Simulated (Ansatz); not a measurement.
**Y2BrO2F: complex band structure**

Aim: relax a made-up compound, Y2BrO2F, and see how good a tunnel barrier it would be. It is built by putting F for part of the Br in the YBrO structure of space group P4/nmm, with the volume rescaled by atomic radii. The parent structure comes from the Materials Project.

Method: LDA DFT, plane waves, PAW files, in the first sound run; inputs show where later runs differ, in Ansatz 0.2.0.

Most raw output is cut from this account.

The structure was built from a prototype and need not be the compound's stable phase.

**1. Set-up**

Symmetry: P4mm, No. 99, tetragonal system. Conventional cell: a = 3.684 Å, b = 3.684 Å, c = 8.291 Å, α = 90.00°, β = 90.00°, γ = 90.00°. Nearest to Y lie 4 O at 2.13 Å and 4 F at 3.05 Å and 8 Y at 3.38 to 3.68 Å and 1 Br at 3.74 Å. Y has 4 O at 2.13 Å and 4 Br at 3.05 Å nearest. Nearest to Br lie 5 Y at 3.05 to 3.74 Å. Nearest to F lie 4 Y at 3.05 Å. Nearest to O lie 4 Y at 2.13 Å. It derives from YBrO. F for part of the Br in the YBrO structure of space group P4/nmm. Farther neighbours and most contacts between anions are not listed.

**2. Relaxing the new crystal**

The substituted atoms don't fit the parent's cell, so cell and atoms relax together. A small smearing keeps the run stable in case the gap closes on the way.

Contents of input.yaml:

```yaml
crystal:
  lattice:
    - [3.6841436378, 0.0, 0.0]
    - [0.0, 3.6841436378, 0.0]
    - [0.0, 0.0, 8.2905060222]
  atoms:
    - { symbol: "Y", position: [0.0, 0.5, 0.13018625] }
    - { symbol: "Y", position: [0.5, 0.0, 0.86981375] }
    - { symbol: Br, position: [0.0, 0.5, 0.67877723] }
    - { symbol: F, position: [0.5, 0.0, 0.32122277] }
    - { symbol: O, position: [0.0, 0.0, 0.0] }
    - { symbol: O, position: [0.5, 0.5, 0.0] }
kpoints:
  mp_grid: { grid: [6, 6, 4] }
scf:
  occupations: { method: gaussian, width: 0.03 }
hamiltonian:
  xc: lda
output:
  forces: true
  stress: true
relax:
  f_tol: 0.02
  max_steps: 60
  cell: {}
```

The run is started by

```bash
$ ansatz run input.yaml --threads 2 --pin off --max-ram 4096MiB --backend cpu --events-out ev --progress --plain --runs-dir out
```

Wall time 1.8 min (2 threads of Arm Neoverse N1, shared host); peak memory 0.46 GiB; 3.4 min of CPU time.

Relaxation path:

```tsv
step	energy less that of the first step (eV)	largest force component (eV/Å)	pressure (GPa)	volume (Å³)
1	0.0000	2.7980	2.58	112.53
2	-0.6426	0.8740	-2.30	110.89
3	-0.8960	0.6660	-2.21	106.58
4	-1.0446	0.4952	-0.12	100.60
5	-1.1785	0.5583	2.12	95.22
6	-1.1994	0.6336	2.41	92.64
7	-1.2117	0.4819	1.39	93.46
8	-1.2123	0.2741	-0.80	95.73
9	-1.2291	0.2659	0.03	94.31
10	-1.2302	0.0113	0.01	94.81
11*	-1.2165	0.0110	-0.27	94.81
12	-1.2186	0.0314	0.06	94.36
13	-1.2185	0.0036	0.00	94.40
14*	-1.2173	0.0036	-0.02	94.40
```

Relaxation steps marked * repeat the geometry before them on a plane-wave basis chosen anew for their cell, so energy and pressure can jump there.

Forces are held to the 8 operations that the run works with; a distortion that breaks them can't arise in this run.

```tsv
cell as run	before	after	change
a (Å)	3.684	3.721	+1.0 %
b (Å)	3.684	3.721	+1.0 %
c (Å)	8.291	6.817	-17.8 %
volume (Å³/atom)	18.75	15.73	-16.1 %
```

The atoms that moved most (Å, as changes of fractional coordinates times the final cell):

```tsv
atom	dx	dy	dz	length
Br3	0.000	0.000	-0.436	0.436
Y1	0.000	0.000	0.388	0.388
Y2	0.000	0.000	-0.095	0.095
O5	0.000	0.000	0.094	0.094
O6	0.000	0.000	0.094	0.094
F4	0.000	0.000	-0.045	0.045
```

Final coordinates:

```
Y Br F O
1.0
     3.72132    0.00000    0.00000
     0.00000    3.72132    0.00000
     0.00000    0.00000    6.81691
Y Br F O
2 1 1 2
Direct
  0.00000 0.50000 0.18708
  0.50000 0.00000 0.85588
  0.00000 0.50000 0.61483
  0.50000 0.00000 0.31466
  0.00000 0.00000 0.01378
  0.50000 0.50000 0.01378
```

Numbers from this step:

* free energy: -12101.5493 eV
* Fermi energy: 9.844 eV
* pressure: -0.01580 GPa

The largest force component on a free atom ends at 0.0036 eV/Å.

**3. Band edges**

The energy window and the wavevectors of the next steps follow from the band edges, so these are searched first, off the mesh as well.

Contents of input.yaml:

```yaml
crystal:
  lattice:
    - [3.7213173088, 0.0, 0.0]
    - [0.0, 3.7213173088, 0.0]
    - [0.0, 0.0, 6.8169090011]
  atoms:
    - { symbol: "Y", position: [0.0, 0.5, 0.1870816816] }
    - { symbol: "Y", position: [0.5, 0.0, 0.8558841749] }
    - { symbol: Br, position: [0.0, 0.5, 0.6148266926] }
    - { symbol: F, position: [0.5, 0.0, 0.3146551669] }
    - { symbol: O, position: [0.0, 0.0, 0.013776142] }
    - { symbol: O, position: [0.5, 0.5, 0.013776142] }
kpoints:
  mp_grid: { grid: [6, 6, 4] }
  band_path: { path: [VBM, CBM], npoints: 30 }
scf:
  occupations: { method: fixed }
hamiltonian:
  xc: lda
output:
  eigenvalues: true
  write_potential: true
  write_density: true
  volumetric_format: npy
```

It took 36 s on 2 threads; peak memory 0.38 GiB; 70 s of CPU time.

Numbers from this step:

- Fermi energy: 7.430 eV
- gap on the k-mesh: 4.828 eV
- gap on path: 4.828 eV, by band count; negative where bands overlap
- direct gap on path: 4.828 eV
- edge places on path: 0, 0 1/A along the path

Levels at VBM (eV): -3.71, -2.87, -2.87, -2.54, -2.53, -2.12, -2.12, -1.08, -1.08, -0.60, 0.00, 0.00, 4.83, 5.38, 5.62, 5.81, 6.56, 7.37.

The searched edges give 4.83 eV, as on the mesh.

**4. Complex bands**

This step: LDA DFT, plane waves, PAW files; complex bands by layer matching along the plane's normal (Ansatz 0.2.0).

The same crystal is laid in a cell whose first two vectors span the (100) plane (indices of the standard conventional cell, whose axes can be ordered otherwise than in the bulk input). At fixed energy and wavevector in the plane the solver finds all kz, real and complex. A few wavevectors are listed, (0, 0) and (0.5, 0) in units of the plane's reciprocal vectors; the slowest state needn't be among them.

Contents of input.yaml:

```yaml
crystal:
  lattice:
    - [3.721317309, 0.0, 0.0]
    - [0.0, 6.816909001, 0.0]
    - [0.0, 0.0, 3.721317309]
  atoms:
    - { symbol: "Y", position: [0.5, 0.1870816816, 0.0] }
    - { symbol: "Y", position: [0.0, 0.8558841749, 0.5] }
    - { symbol: Br, position: [0.5, 0.6148266926, 0.0] }
    - { symbol: F, position: [0.0, 0.3146551669, 0.5] }
    - { symbol: O, position: [0.0, 0.013776142, 0.0] }
    - { symbol: O, position: [0.5, 0.013776142, 0.5] }
kpoints:
  mp_grid: { grid: [6, 4, 6] }
scf:
  occupations: { method: fixed }
hamiltonian:
  xc: lda
output:
  eigenvalues: true
  transmission:
    leads: [[0, 0]]
    kpoints: [[0.0, 0.0], [0.5, 0.0]]
    e_range: [-1.0, 5.83]
    de: 0.14
```

Elapsed: 69 s, on 2 threads; peak memory 0.7 GiB.

This step gave:

| Property | Result |
| --- | --- |
| level to which the leads are filled | 2.414 eV from the Fermi level |
| decay constant at the filling level, zone centre | 0.3077 Å⁻¹ |
| decay constant at the filling level, slowest listed point | 0.3077 Å⁻¹ |

K parallel (0, 0); values up to 1.5 1/Å, a degenerate pair printed once or twice; energies at which all values exceed this have no row. The Im kz of the slowest decaying states by energy, zero at the highest filled level on the SCF mesh:

```tsv
energy (eV)	decay 1 (Å⁻¹)	decay 2 (Å⁻¹)	decay 3 (Å⁻¹)	decay 4 (Å⁻¹)
-1.00	0.153	0.219	0.223	0.312
-0.72	0.268	0.308	0.472	0.612
-0.30	0.203	0.451	0.630	0.743
-0.02	0.309	0.496	0.638	0.669
0.40	0.202	0.324	0.387	0.518
0.68	0.243	0.391	0.420	0.531
0.96	0.269	0.435	0.444	0.540
1.38	0.293	0.467	0.476	0.546
1.66	0.302	0.477	0.494	0.547
2.08	0.308	0.483	0.511	0.542
2.36	0.308	0.483	0.516	0.536
2.64	0.304	0.480	0.518	0.527
3.06	0.292	0.468	0.507	0.514
3.34	0.280	0.456	0.490	0.508
3.76	0.254	0.431	0.454	0.491
4.04	0.229	0.408	0.422	0.465
4.32	0.194	0.379	0.381	0.431
4.74	0.0901	0.296	0.313	0.370
5.02	0.219	0.238	0.317	0.370
5.44	0.182	0.275	0.356	0.694
5.72	0.104	0.146	0.308	0.656
```

K parallel (0.5, 0); values up to 1.5 1/Å, a degenerate pair printed once or twice; energies at which all values exceed this have no row. Im kz of the slowest decaying states against energy, zero at the highest filled level on the SCF mesh:

```tsv
energy (eV)	decay 1 (Å⁻¹)	decay 2 (Å⁻¹)	decay 3 (Å⁻¹)	decay 4 (Å⁻¹)
-1.00	0.0564	0.263	0.399	0.904
-0.72	0.221	0.281	0.893	0.934
-0.44	0.133	0.244	0.293	0.441
-0.16	0.290	0.296	0.379	0.405
-0.02	0.333	0.348	0.363	0.502
0.12	0.349	0.367	0.414	0.556
0.40	0.359	0.418	0.493	0.610
0.68	0.370	0.453	0.558	0.636
0.82	0.375	0.466	0.589	0.646
1.10	0.383	0.487	0.652	0.660
1.38	0.389	0.501	0.639	0.667
1.66	0.392	0.510	0.629	0.669
1.94	0.392	0.513	0.630	0.667
2.22	0.391	0.510	0.633	0.661
2.50	0.387	0.503	0.637	0.654
2.78	0.381	0.491	0.643	0.644
3.06	0.373	0.474	0.633	0.649
3.34	0.363	0.452	0.620	0.658
3.62	0.350	0.424	0.606	0.669
3.90	0.334	0.388	0.589	0.662
4.04	0.324	0.367	0.579	0.650
4.32	0.302	0.314	0.558	0.618
4.60	0.238	0.273	0.532	0.580
4.88	0.0660	0.235	0.500	0.537
5.16	0.176	0.458	0.490	0.523
5.44	0.131	0.173	0.394	0.441
5.72	0.134	0.274	0.278	0.372
```

At the listed wavevectors the last open channel is at -0.02 eV and the next at +4.88 eV on the grid. At +2.36 eV, the grid energy nearest the filling level (the middle of the gap on the SCF mesh), the slowest state at the listed wavevectors decays with κ = 0.308 Å⁻¹, its amplitude falling by e over 3.2 Å. Through 1 nm of this crystal that state's transmission falls by exp(−2 × 0.308 Å⁻¹ × 10 Å) = 0.0021.

**5. Decay over the two-dimensional zone**

The listed points could miss the slowest state, so one energy near mid-gap is solved on a mesh of 12×6.

Edit input.yaml of step 4 so:

```diff
@@ -20,6 +20,2 @@
   eigenvalues: true
-  transmission:
-    leads: [[0, 0]]
-    kpoints: [[0.0, 0.0], [0.5, 0.0]]
-    e_range: [-1.0, 5.83]
-    de: 0.14
+  transmission: { leads: [[0, 0]], kmesh: [12, 6], e_range: [2.41, 2.42], de: 0.05 }
```

The job ended after 63 s (2 threads; peak memory 0.7 GiB).

Numbers from this step:

```yaml
least_decay_constant_on_the_mesh: 0.3073 Å⁻¹
```

Slowest decay constant (1/Å; 0 where a channel is open) over k1 and k2. At 2.4100 eV from the Fermi level.

Ten even steps from '0' (0.307) to '9' (0.389):
```
788875457888
988752125788
998741014789
988752125788
788875457888
778876567887
```
Columns: k1 (b1) from -0.5 to 0.417; rows upwards: k2 (b2) from -0.5 to 0.333.

The least value on the mesh is 0.307 Å⁻¹ at +2.41 eV. At that energy the listed points give about 0.307 Å⁻¹ by interpolation, so the mesh holds no clearly slower state.

**6. Band edges at another level**

This step: PBEsol DFT, plane waves, PAW files (Ansatz 0.2.0).

The edges again with PBEsol, at the same atoms.

Contents of input.yaml:

```yaml
crystal:
  lattice:
    - [3.7213173088, 0.0, 0.0]
    - [0.0, 3.7213173088, 0.0]
    - [0.0, 0.0, 6.8169090011]
  atoms:
    - { symbol: "Y", position: [0.0, 0.5, 0.1870816816] }
    - { symbol: "Y", position: [0.5, 0.0, 0.8558841749] }
    - { symbol: Br, position: [0.0, 0.5, 0.6148266926] }
    - { symbol: F, position: [0.5, 0.0, 0.3146551669] }
    - { symbol: O, position: [0.0, 0.0, 0.013776142] }
    - { symbol: O, position: [0.5, 0.5, 0.013776142] }
kpoints:
  mp_grid: { grid: [6, 6, 4] }
  band_path: { path: [VBM, CBM], npoints: 30 }
scf:
  occupations: { method: fixed }
hamiltonian:
  xc: pbesol
output:
  eigenvalues: true
```

Run time: 39 s. Hardware: 2 threads; peak memory 0.38 GiB; 77 s of CPU time.

Numbers from this step:

```yaml
free_energy: -12260.6702 eV
fermi_energy: 7.656 eV
gap_on_the_k_mesh: 4.929 eV
gap_on_path: 4.929 eV, by band count; negative where bands overlap
direct_gap_on_path: 4.929 eV
```

Levels at VBM (eV): -3.70, -2.87, -2.87, -2.53, -2.51, -2.05, -2.05, -1.11, -1.11, -0.58, 0.00, 0.00, 4.93, 5.40, 5.70, 5.86, 6.60, 7.41.

The searched edges give 4.93 eV, as on the mesh.

Between step 3 and this run (PBEsol) the value for the gap on path moves from 4.83 eV to 4.93 eV.

**7. Complex bands at another level**

This step: PBEsol DFT, plane waves, PAW files; complex bands by layer matching along the plane's normal (Ansatz 0.2.0).

The complex bands at that level, over its own gap, at (0, 0) and (0.5, 0).

Contents of input.yaml:

```yaml
crystal:
  lattice:
    - [3.721317309, 0.0, 0.0]
    - [0.0, 6.816909001, 0.0]
    - [0.0, 0.0, 3.721317309]
  atoms:
    - { symbol: "Y", position: [0.5, 0.1870816816, 0.0] }
    - { symbol: "Y", position: [0.0, 0.8558841749, 0.5] }
    - { symbol: Br, position: [0.5, 0.6148266926, 0.0] }
    - { symbol: F, position: [0.0, 0.3146551669, 0.5] }
    - { symbol: O, position: [0.0, 0.013776142, 0.0] }
    - { symbol: O, position: [0.5, 0.013776142, 0.5] }
kpoints:
  mp_grid: { grid: [6, 4, 6] }
scf:
  occupations: { method: fixed }
hamiltonian:
  xc: pbesol
output:
  eigenvalues: true
  transmission:
    leads: [[0, 0]]
    kpoints: [[0.0, 0.0], [0.5, 0.0]]
    e_range: [-1.0, 5.93]
    de: 0.14
```

It took 71 s on 2 threads; peak memory 0.7 GiB.

Numbers from this step:

```yaml
level_to_which_the_leads_are_filled: 2.465 eV from the Fermi level
decay_constant_at_the_filling_level_zone_centre: 0.3117 Å⁻¹
decay_constant_at_the_filling_level_slowest_listed_point: 0.3117 Å⁻¹
```

K parallel (0, 0); values up to 1.5 1/Å, a degenerate pair printed once or twice; energies at which all values exceed this have no row. The Im kz of the slowest decaying states by energy, zero at the highest filled level on the SCF mesh:

```tsv
energy (eV)	decay 1 (Å⁻¹)	decay 2 (Å⁻¹)	decay 3 (Å⁻¹)	decay 4 (Å⁻¹)
-1.00	0.180	0.187	0.264	0.311
-0.72	0.275	0.314	0.497	0.614
-0.44	0.147	0.367	0.627	0.719
-0.16	0.264	0.512	0.636	0.741
-0.02	0.307	0.500	0.640	0.652
0.12	0.125	0.192	0.340	0.504
0.40	0.206	0.322	0.387	0.520
0.68	0.247	0.390	0.420	0.532
0.96	0.273	0.434	0.445	0.541
1.24	0.291	0.462	0.465	0.547
1.52	0.303	0.474	0.486	0.549
1.80	0.310	0.482	0.502	0.549
2.08	0.313	0.486	0.512	0.545
2.36	0.313	0.486	0.518	0.539
2.50	0.312	0.485	0.519	0.535
2.78	0.307	0.480	0.520	0.524
3.06	0.299	0.472	0.511	0.517
3.34	0.288	0.460	0.494	0.510
3.62	0.272	0.445	0.472	0.501
3.90	0.253	0.426	0.444	0.487
4.18	0.226	0.402	0.408	0.458
4.46	0.189	0.363	0.370	0.424
4.74	0.129	0.305	0.326	0.384
5.02	0.228	0.258	0.334	0.378
5.30	0.115	0.127	0.266	0.324
5.58	0.149	0.242	0.337	0.685
5.86	0.113	0.244	0.328	0.646
```

K parallel (0.5, 0); values up to 1.5 1/Å, a degenerate pair printed once or twice; energies at which all values exceed this have no row. The Im kz of the slowest decaying states by energy, zero at the highest filled level on the SCF mesh:

```tsv
energy (eV)	decay 1 (Å⁻¹)	decay 2 (Å⁻¹)	decay 3 (Å⁻¹)	decay 4 (Å⁻¹)
-1.000	0.0553	0.271	0.405	0.913
-0.440	0.124	0.244	0.291	0.438
-0.020	0.332	0.360	0.370	0.482
0.540	0.372	0.437	0.525	0.625
0.960	0.385	0.479	0.616	0.655
1.520	0.394	0.509	0.634	0.669
1.940	0.396	0.516	0.631	0.668
2.500	0.391	0.508	0.638	0.655
3.060	0.377	0.481	0.635	0.649
3.480	0.360	0.447	0.615	0.662
4.040	0.328	0.378	0.582	0.654
4.460	0.294	0.297	0.550	0.606
5.020	0.220	0.489	0.522	0.556
5.440	0.0713	0.0988	0.115	0.412
```

At the listed wavevectors the last open channel is at -0.02 eV and the next at +5.02 eV on the grid. At +2.50 eV, the grid energy nearest the filling level (the middle of the gap on the SCF mesh), the slowest state at the listed wavevectors decays with κ = 0.312 Å⁻¹, its amplitude falling by e over 3.2 Å; the first such run, plane (100), gave 0.308 Å⁻¹.

**8. Summary of results**

```yaml
band_gap: 4.83 eV
least_decay_constant_at_mid_gap_normal_to_100: 0.308 Å⁻¹
least_decay_constant_on_a_mesh_normal_to_100: 0.307 Å⁻¹
least_decay_constant_pbesol: 0.312 Å⁻¹
```

**Reading.** With LDA, the slowest decay at the wavevectors tried is κ = 0.308 Å⁻¹, normal to (100). Through such a film the transmission near mid-gap falls as exp(−2κd), a factor of ten every 3.7 Å. A free electron under a barrier of half the gap would need a mass of 0.15 mₑ to decay at this rate. With PBEsol the gap goes from 4.83 to 4.93 eV and the decay constant, over the first 2 listed wavevectors, from 0.308 to 0.312 Å⁻¹. The compound is made up by substitution; its stability against other phases and against distortions of the cell's symmetry was not tested. A semilocal functional narrows gaps, so real decay constants are likely larger.

[Logs are printed without paths, hosts, clocks, repeated set-up lines and the standing remarks that a program may print on its own settings, such as how far it seeks lower states.]

[Hosts, paths, dates, database ids (printed as entryN), source tags and the programs' standing remarks are cut or masked in the printed files.]
